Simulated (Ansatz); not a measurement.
# LaGaO3 (R-3c): how G0W0 depends on its starting point, part 2 of 2

Aim: G0W0 for LaGaO3 (R-3c) on several starting functionals, at one mesh, band count and screening cutoff.

Ansatz 0.2.0; G0W0 on several functionals, plane waves, PAW. Known limits of the many-body steps: not at the basis limit; f levels unsure; no spin-orbit coupling.

So far. Step 2 (G0W0 on r2SCAN): The gap on the mesh goes from 4.37 eV to 5.67 eV, a correction of +1.30 eV. Between the two edge states, bare exchange in place of the xc potential would open the gap by 9.55 eV, and correlation takes back 8.26 eV.

In doubt: masses and optical values from hybrid runs of this build are listed as unsure (steps 3, 4), which bears on the screening that GW takes from such a start.

## Step 3: G0W0 on HSE06

One-shot GW remembers its start. Another functional's orbitals and levels show by how much.

This step: G0W0 on HSE06, plane waves, PAW.

input.yaml reads:

```yaml
crystal:
  lattice:
    - [2.77145, 1.6000974035, 4.4776]
    - [-2.77145, 1.6000974035, 4.4776]
    - [0.0, -3.2001948071, 4.4776]
  atoms:
    - { symbol: La, position: [0.25, 0.25, 0.25] }
    - { symbol: La, position: [0.75, 0.75, 0.75] }
    - { symbol: Ga, position: [0.0, 0.0, 0.0] }
    - { symbol: Ga, position: [0.5, 0.5, 0.5] }
    - { symbol: O, position: [0.8048, 0.6952, 0.25] }
    - { symbol: O, position: [0.25, 0.8048, 0.6952] }
    - { symbol: O, position: [0.6952, 0.25, 0.8048] }
    - { symbol: O, position: [0.1952, 0.3048, 0.75] }
    - { symbol: O, position: [0.75, 0.1952, 0.3048] }
    - { symbol: O, position: [0.3048, 0.75, 0.1952] }
kpoints:
  mp_grid: { grid: [4, 4, 4] }
hamiltonian:
  xc: hse06
  pseudopotentials: { kind: paw, source: ansatz }
scf:
  occupations: { method: fixed }
gw:
  n_empty_bands: 708
  ecut_chi: 190.0
  qp_bands: [v3, c3]
  qp_kpoints: band_edges
  screening: { model: contour_deformation }
```

Run with:

```
ansatz run input.yaml --threads 4 --pin off --max-ram 138240MiB --backend cuda --events-out ev --progress --plain --runs-dir out --devices 1 --max-vram 26GiB
```

Numbers of over 12 decimals in the logs are rounded to 6 here.

Output:

```text
GPUs: using 1 of 1 available (devices: 1).
[...]
davidson cushion auto → on  (no smearing: the cushion is to keep the highest requested band from converging to the state above it; pin scf.eigensolver.cushion to override)
[...]
GPU FFT provider: cuFFT
GPU libraries: cuBLAS 13.8.2, cuFFT 12.4.0, cuSOLVER 12.3.4
Crystal: 10 atoms, lattice volume = 119.138 Å³
Basis set: ecut = 1020 eV, 8801 PW (Γ)
Bands: 60, of which v1, the nominal top of the filled ones, is band 50 counted from 1 (49 counted from 0)
Symmetry: 12 space group operations
[...]
k-points: 13 of 64
[...]
GPU buffer pool allocated for 373248 grid points (all kernels)
[...]
SCF iter   1: F=—  HF=-32803.438034 eV  |F-HF|=—  |Δ(HF+E_count)|=         —  Δρ=9.44e-2  dr2=6.28e0  ethr=1.00e-1  ⟨swp⟩=3.2  Hψ=2308  notcnv=0
[...]
SCF iter   6: F=-32802.254409 eV  HF=-32802.254478 eV  |F-HF|=6.86e-5  |Δ(HF+E_count)|=   4.24e-4  Δρ=5.63e-4  dr2=1.89e-4  ethr=1.98e-6  ⟨swp⟩=4.1  Hψ=2240  notcnv=0
SCF 1 stopped early in 6 iterations: F = -32802.254409 eV  dr2 = 1.89e-4
[...]
GPU FFT provider: cuFFT
GPU libraries: cuBLAS 13.8.2, cuFFT 12.4.0, cuSOLVER 12.3.4
[...]
GPU buffer pool allocated for 373248 grid points (all kernels)
[...]
k-point 1: bands = [... 46 lower, 10.2310, 10.3132, 10.4403, 10.4730, 16.8319, 16.9389, 17.0223, 17.7834]
  k-point 2: bands = [... 46 lower, 10.2349, 10.2349, 10.4915, 10.4915, 17.6638, 17.6638, 17.7223, 17.7223]
  k-point 12: bands = [... 46 lower, 10.1003, 10.1003, 10.1003, 10.1003, 17.7949, 17.7949, 17.7949, 17.7949]
  guard bands above this table: 6 of the run's 60 bands. The solve was not asked for them (output.publish_guard_bands: true or output.eigenvalues: true publishes all)
[...]
0    48     10.4870   -27.9333     3.8456   -23.9264  0.7979    10.3255    10.3257  root
     0    49     10.4870   -27.9333     3.8456   -23.9264  0.7979    10.3255    10.3257  root
     0    50     10.5083   -26.2192     3.8995   -22.1795  0.7912    10.3678    10.3680  root
     0    51     16.0506   -12.9249    -4.0149   -17.5377  0.8464    16.6500    16.6485  root
     0    52     16.4565    -9.0141    -4.3366   -13.8535  0.8457    16.9607    16.9592  root
     0    53     16.4565    -9.0141    -4.3366   -13.8535  0.8457    16.9607    16.9592  root
     1    48     10.3132   -26.7479     3.8832   -22.7075  0.7936    10.1559    10.1561  root
     1    49     10.4403   -26.2792     3.8680   -22.2505  0.7930    10.2794    10.2797  root
[...]
6    52     18.0208   -17.7416    -7.5823   -28.0904  0.7998    20.8899    20.7873  root ?
     6    53     18.0412   -17.7308    -7.5808   -28.0691  0.7999    20.9008    20.7988  root ?
[...]
11    53     18.1094   -17.9189    -7.5298   -28.1912  0.7982    20.9534    20.8519  root ?
[...]
12    50     10.1003   -26.0986     3.8737   -22.0458  0.7924     9.9210     9.9214  root
    12    51     17.7949   -13.2214    -5.9772   -20.8477  0.8211    19.4699    19.4439  root
    12    52     17.7949   -13.2214    -5.9772   -20.8477  0.8211    19.4699    19.4439  root
    12    53     17.7949   -13.2214    -5.9772   -20.8477  0.8211    19.4699    19.4439  root
[key lines of the parts left out:]
Free energy (F): -32811.824812 eV
Fermi energy:    10.632095 eV
```

It took 4.5 min on 1 × NVIDIA H100 80GB HBM3 (shared by 3 runs) with 4 threads of AMD EPYC 7R13 (Zen 3), shared host; peak memory 5.1 GiB.

Numbers from this step:

* bands summed: 758
* RPA ε∞ on this mesh (eigenvalues): 3.780, 3.908, 3.908
* plane waves in the screening matrix: 725
* q-points in the mesh: 64
* G0W0 gap on the mesh: 6.167 eV
* k of the valence top: 0, -0.5, -0.5
* k of the conduction bottom: 0, 0, 0
* starting gap on the mesh: 5.418 eV
* Z at the valence top: 0.7918
* Z at the conduction bottom: 0.8464
* least direct G0W0 gap on the computed points: 6.280 eV

Against the run with 4×4×4 mesh, 708 empty bands, screening to 190 eV, hard PAW files on r2SCAN, the gap moves by +0.50 eV, while the start moved by +1.05 eV.

## Step 4: G0W0 on PBE0

This step: G0W0 on PBE0, plane waves, PAW.

input.yaml, as its differences from that of step 3:

```diff
@@ -19,3 +19,3 @@
 hamiltonian:
-  xc: hse06
+  xc: pbe0
   pseudopotentials: { kind: paw, source: ansatz }
```

Output:

```text
GPUs: using 1 of 1 available (devices: 1).
[...]
GPU FFT provider: cuFFT
GPU libraries: cuBLAS 13.8.2, cuFFT 12.4.0, cuSOLVER 12.3.4
Crystal: 10 atoms, lattice volume = 119.138 Å³
Basis set: ecut = 1020 eV, 8801 PW (Γ)
Bands: 60, of which v1, the nominal top of the filled ones, is band 50 counted from 1 (49 counted from 0)
Symmetry: 12 space group operations
[...]
k-points: 13 of 64
[...]
1    48      9.9261   -26.7642     3.7589   -23.1177  0.8032    10.0384    10.0385  root
     1    49     10.0516   -26.2921     3.7433   -22.6587  0.8027    10.1614    10.1615  root
[...]
12    50      9.7098   -26.1130     3.7473   -22.4570  0.8023     9.8010     9.8011  root
    12    51     18.1857   -12.9988    -5.7396   -20.0973  0.8319    19.5593    19.5446  root
    12    52     18.1857   -12.9988    -5.7396   -20.0973  0.8319    19.5593    19.5446  root
    12    53     18.1857   -12.9988    -5.7396   -20.0973  0.8319    19.5593    19.5446  root
[key lines of the parts left out:]
Free energy (F): -32810.540396 eV
Fermi energy:    10.241761 eV
```

The job ended after 4.9 min (1 × NVIDIA H100 80GB HBM3 (shared by 3 runs) with 4 threads; peak memory 5 GiB; 8.7 min of CPU time).

This step gave:

| Quantity | Value |
| --- | --- |
| bands summed | 758 |
| RPA ε∞ on this mesh (eigenvalues) | 3.596, 3.714, 3.714 |
| plane waves in the screening matrix | 725 |
| G0W0 gap on the mesh | 6.371 eV |
| k of the valence top | 0, -0.5, -0.5 |
| k of the conduction bottom | 0, 0, 0 |
| starting gap on the mesh | 6.153 eV |
| least direct G0W0 gap on the computed points | 6.484 eV |

Against the run with 4×4×4 mesh, 708 empty bands, screening to 190 eV, hard PAW files on HSE06, the gap moves by +0.20 eV, while the start moved by +0.73 eV.

## Step 5: The starts together

All on the 4×4×4 mesh with 708 empty bands and screening to 190 eV. Times are wall times on 1 × NVIDIA H100 80GB HBM3 (shared by 3 runs) with 4 threads of AMD EPYC 7R13 (Zen 3), shared host, good to a factor of about two.

| start | starting gap (eV) | shift (eV) | G0W0 gap (eV) | RPA ε∞ (harmonic mean) | Z (valence, conduction) | time |
| --- | --- | --- | --- | --- | --- | --- |
| r2SCAN | 4.37 | +1.30 | 5.67 | 4.36 | 0.77, 0.83 | 2 min |
| HSE06 | 5.42 | +0.75 | 6.17 | 3.86 | 0.79, 0.85 | 4.5 min |
| PBE0 | 6.15 | +0.22 | 6.37 | 3.67 | 0.80, 0.85 | 4.9 min |

The parts of the quasiparticle energy at the two band edges (eV; QP = start + Σx + Σc − Vxc):

| run | edge | start | Σx | Σc | Vxc | Z | QP |
| --- | --- | --- | --- | --- | --- | --- | --- |
| r2SCAN | valence top | 11.38 | -26.29 | 4.19 | -21.54 | 0.77 | 10.82 |
| r2SCAN | conduction bottom | 15.75 | -13.22 | -4.07 | -18.02 | 0.83 | 16.49 |
| HSE06 | valence top | 10.63 | -26.29 | 3.92 | -22.22 | 0.79 | 10.48 |
| HSE06 | conduction bottom | 16.05 | -12.92 | -4.01 | -17.54 | 0.85 | 16.65 |
| PBE0 | valence top | 10.24 | -26.30 | 3.80 | -22.63 | 0.80 | 10.36 |
| PBE0 | conduction bottom | 16.39 | -12.92 | -3.94 | -17.20 | 0.85 | 16.73 |

For a hybrid start, Vxc holds its share of exact exchange.

## Step 6: Results

```json
{
  "G0W0@r2SCAN": "5.67 eV (start 4.37 eV)",
  "G0W0@HSE06": "6.17 eV (start 5.42 eV)",
  "G0W0@PBE0": "6.37 eV (start 6.15 eV)",
  "known limits": "not at the basis limit; f levels unsure; no spin-orbit coupling"
}
```

In words: The starting gaps span 1.78 eV and the G0W0 gaps 0.71 eV. Between r2SCAN and PBE0, 0.71 eV of the 1.78 eV survives, 40 %. PBE0 screens less than r2SCAN (ε∞ 3.67 against 4.36). Of the 0.71 eV by which its G0W0 gap is higher, the correlation part gives +0.52 eV, and exchange with the one-particle terms, which follow the orbitals, +0.19 eV. The smallest correction, +0.22 eV, is on PBE0, the start nearest to reproducing itself. Bands and cutoff are finite, so the gap is not at the basis limit. The miss can reach some tenths of an eV and take either sign; the mesh is an error of its own. Empty 4f levels lie among the conduction bands. Their place in the start is unsure; it enters the screening, and the edge itself where they lie low. The many-body steps are scalar-relativistic: spin-orbit coupling is not in them.

[Paths, hosts, dates, memory and timing lines, banners, echoed tables and standing remarks are left out of the program output.]

[Logs are printed without paths, hosts, clocks, repeated set-up lines and the standing remarks that a program may print on its own settings, such as how far it seeks lower states.]

[Runs of the session that timed out or met a known fault of the program may be left out.]

[Cells called generated may have been cut or substituted from an entry of the Crystallography Open Database or the Materials Project.]

[Hosts, paths, dates, database ids (printed as entryN), source tags and the programs' standing remarks are cut or masked in the printed files.]
